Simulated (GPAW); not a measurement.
# Work function of 1T-SnSeTe monolayer at several levels, part 2 of 2

Aim: the work function of both faces of 1T-SnSeTe monolayer, and its spread over functionals and bases.

GPAW 26.7.0; GPAW, PAW setups; layer in a repeated cell with vacuum, relaxation of atoms and in-plane cell (the session's first sound run).

So far, upper work function (eV): step 3 (plane waves, PBE) 5.40; step 5 (GPAW, PAW setups) 5.78; step 6 (RPBE) 5.29; step 7 (revPBE) 5.29; step 8 (LDA) 5.66.

## 9. Real-space grid: mode = "fd"

Level of this step: GPAW, PAW setups; slab in vacuum (GPAW).

A real-space grid is a second complete basis, so it checks the plane-wave result.

File run.py:

```python
import json
import numpy as np
from ase import Atoms
from gpaw import GPAW

slab = Atoms(
    ['Te', 'Sn', 'Se'],
    positions=[
        [1.98759, 1.14754, 8.00000],
        [0.00000, -0.00000, 9.85179],
        [-0.00000, 2.29508, 11.41093]],
    cell=[[3.97519, -0.0, 0.0], [-1.98759, 3.44261, 0.0], [0.0, 0.0, 19.4109]],
    pbc=[True, True, False])

slab.calc = GPAW(mode='fd', h=0.18, xc='PBE', kpts={'size': (9, 9, 1), 'gamma': True},
                 occupations={'name': 'fermi-dirac', 'width': 0.05}, nbands='200%',
                 convergence={'density': 1e-05}, maxiter=200,
                 poissonsolver={'dipolelayer': 'xy'},
                 symmetry={'tolerance': 1e-3}, txt='slab.txt')
result = {}
energy = slab.get_potential_energy()
fermi = slab.calc.get_fermi_level()
v = slab.calc.get_electrostatic_potential().mean((0, 1)) - fermi
n = slab.calc.get_pseudo_density().mean((0, 1))
L = slab.cell[2, 2]
z = np.arange(len(v)) * L / len(v)
low, high = slab.positions[:, 2].min(), slab.positions[:, 2].max()
below, above = np.interp([low - 5.8, high + 5.8], z, v)
slopes = [np.interp(x, z, np.gradient(v, z)) for x in (low - 5.8, high + 5.8)]
eps = np.array([[slab.calc.get_eigenvalues(k, s) for k in range(len(slab.calc.get_ibz_k_points()))]
                for s in range(slab.calc.get_number_of_spins())]) - fermi
top, bottom = eps[eps < 0].max(), eps[eps > 0].min()
dipole = slab.get_dipole_moment()[2]
print(f'energy {energy:.4f} eV, Fermi level {fermi:.4f} eV, dipole {dipole:.5f} e A')
print(f'potential 5.8 A off the faces, from the Fermi level: lower {below:.4f} eV, upper {above:.4f} eV')
print(f'slope of the potential there: lower {slopes[0]:.5f}, upper {slopes[1]:.5f} eV/A')
print(f'nearest levels on the mesh: {top:.4f} and {bottom:.4f} eV')
print('magnetic moment', round(slab.get_magnetic_moment(), 3))
result.update(energy=energy, fermi=fermi, dipole=dipole, below=below, above=above, slopes=slopes, edges=[top, bottom],
              z=z.tolist(), v=v.tolist(), n=n.tolist(), positions=slab.positions.tolist(),
              forces=slab.get_forces(apply_constraint=False).tolist(), moments=slab.get_magnetic_moments().tolist())
json.dump(result, open('result.json', 'w'))
```

Started as:

```sh
> OMP_NUM_THREADS=1 OPENBLAS_NUM_THREADS=1 python run.py
```

Log:

```text
energy -11.2939 eV, Fermi level -5.2147 eV, dipole -0.02744 e A
potential 5.8 A off the faces, from the Fermi level: lower 5.0326 eV, upper 5.3967 eV
slope of the potential there: lower -0.00001, upper 0.00001 eV/A
nearest levels on the mesh: -0.0780 and 0.0058 eV
magnetic moment 0.0
```

It took 91 s on 1 thread of Arm Neoverse V2, shared host; peak memory 0.56 GiB.

This step gave:

```
dipole along the normal                    : -0.02744 e·Å
levels nearest the Fermi level on the mesh : -0.07801, 0.005800 eV from the Fermi level
upper work function                        : 5.397 eV
lower work function                        : 5.033 eV
```

Table of electrostatic potential energy of an electron (without an applied field's), less the Fermi level, planar mean by z:

```csv
z (Å),"electrostatic potential energy of an electron (without an applied field's), less the Fermi level, planar mean (eV)"
0.0,5.21
0.5,5.03
1.0,5.03
1.5,5.03
2.0,5.03
2.5,5.03
3.0,5.03
3.5,5.03
4.0,5.03
4.5,5.03
5.0,5.02
5.5,4.98
6.0,4.83
6.5,4.23
7.0,1.87
7.5,-6.00
8.0,-15.3
8.5,-7.16
9.0,-2.73
9.5,-9.25
10.0,-12.6
10.5,-4.95
11.0,-6.91
11.5,-12.3
12.0,-1.06
12.5,3.85
13.0,5.04
13.5,5.32
14.0,5.38
14.5,5.39
15.0,5.40
15.5,5.40
16.0,5.40
16.5,5.40
17.0,5.40
17.5,5.40
18.0,5.40
18.5,5.40
19.0,5.40
```

The upper face's work function is 5.397 eV, against 5.399 eV in the first plane-wave PBE run at this geometry.

## 10. Atomic orbitals: mode = "lcao"

Atom-centred orbitals end a few angstrom from the surface, which tests how much the density's tail matters.

Changes to run.py since step 9:

```diff
@@ -14,4 +14,4 @@
 
-slab.calc = GPAW(mode='fd', h=0.18, xc='PBE', kpts={'size': (9, 9, 1), 'gamma': True},
-                 occupations={'name': 'fermi-dirac', 'width': 0.05}, nbands='200%',
+slab.calc = GPAW(mode='lcao', basis='dzp', h=0.18, xc='PBE', kpts={'size': (9, 9, 1), 'gamma': True},
+                 occupations={'name': 'fermi-dirac', 'width': 0.05}, nbands='120%',
                  convergence={'density': 1e-05}, maxiter=200,
```

Log:

```text
energy -10.3437 eV, Fermi level -5.0254 eV, dipole -0.02322 e A
potential 5.8 A off the faces, from the Fermi level: lower 4.8713 eV, upper 5.1796 eV
slope of the potential there: lower 0.00000, upper 0.00000 eV/A
nearest levels on the mesh: -0.0073 and 0.0704 eV
magnetic moment 0.0
```

Wall time 21 s (1 thread); peak memory 0.3 GiB.

Numbers from this step:

```
dipole along the normal                    : -0.02322 e·Å
levels nearest the Fermi level on the mesh : -0.007341, 0.07043 eV from the Fermi level
upper work function                        : 5.180 eV
lower work function                        : 4.871 eV
```

Table of electrostatic potential energy of an electron (without an applied field's), less the Fermi level, planar mean by z:

z (Å), electrostatic potential energy of an electron (without an applied field's), less the Fermi level, planar mean (eV) and a bar from the least value:
```
        0        5.0 ##############################
        1        4.9 ##############################
        2        4.9 ##############################
        3        4.9 ##############################
        4        4.9 ##############################
        5        4.9 ##############################
        6        4.8 #############################
        7        1.9 #########################
        8      -15.4 
        9       -2.9 ##################
       10      -12.8 ####
       11       -7.0 ############
       12       -1.1 #####################
       13        4.9 ##############################
       14        5.2 ##############################
       15        5.2 ##############################
       16        5.2 ##############################
       17        5.2 ##############################
       18        5.2 ##############################
       19        5.2 ##############################
```

The upper face's work function is 5.180 eV, against 5.399 eV in the first plane-wave PBE run at this geometry.

## 11. All levels side by side

Times are for 1 thread of Arm Neoverse V2, shared host. The runs compared:

```csv
no.,run,upper work function (eV),lower work function (eV),time,memory (GiB)
1,pw,5.399,5.032,23 s,0.22
2,optPBE vdW,5.616,5.236,30 s,0.4
3,vdW DF2,5.782,5.382,30 s,0.4
4,RPBE,5.289,4.922,23 s,0.22
5,revPBE,5.291,4.928,23 s,0.22
6,LDA,5.663,5.299,22 s,0.21
7,fd,5.397,5.033,91 s,0.56
8,lcao,5.180,4.871,21 s,0.3
```

## 12. Side by side

Results and costs are gathered.

This step: comparison of work functions, dipole and cost (GPAW 26.7.0).

Ladder, by row:

```csv
step,code,"work function, upper (eV)","work function, lower (eV)",dipole (e Å),wall time (s),peak memory (GiB),threads
pw,GPAW,5.399,5.032,-0.02783,22.74,0.22,1
optPBE-vdW,GPAW,5.616,5.236,-0.02883,29.7,0.4,1
vdW-DF2,GPAW,5.782,5.382,-0.03033,30.42,0.4,1
RPBE,GPAW,5.289,4.922,-0.02783,22.67,0.22,1
revPBE,GPAW,5.291,4.928,-0.02755,22.7,0.22,1
LDA,GPAW,5.663,5.299,-0.02759,21.74,0.21,1
fd,GPAW,5.397,5.033,-0.02744,90.88,0.56,1
lcao,GPAW,5.18,4.871,-0.02322,20.66,0.3,1
```

## 13. Outcome

```json
{
  "work function, upper and lower face": "5.399 and 5.032 eV",
  "dipole along the normal": "-0.0278 e Å"
}
```

With plane waves and PBE the work function is 5.40 eV on the upper face and 5.03 eV on the lower. The two faces differ by 0.37 eV, the step that the slab's dipole makes (e p/(ε0 A) gives 0.37 eV), so the dipole layer is needed. Over the sound runs of the table the upper face's work function spans 5.180 (lcao) to 5.782 eV (vdW-DF2). Atomic orbitals miss the plane-wave value by -0.22 eV, since they describe the tail of the density in the vacuum poorly. The starting lattice was a guess from atomic radii; the relaxation moved it by 4 %. The relaxation of atoms and cell ran in a fully periodic cell without the dipole layer, so the atoms of this polar layer felt a small spurious field. The layer's cell and atoms come from the relaxation; spin-orbit coupling and temperature are left out.

[Logs are printed without paths, hosts, clocks, repeated set-up lines and the standing remarks that a program may print on its own settings, such as how far it seeks lower states.]

[Hosts, paths, dates, database ids (printed as entryN), source tags and the programs' standing remarks are cut or masked in the printed files.]
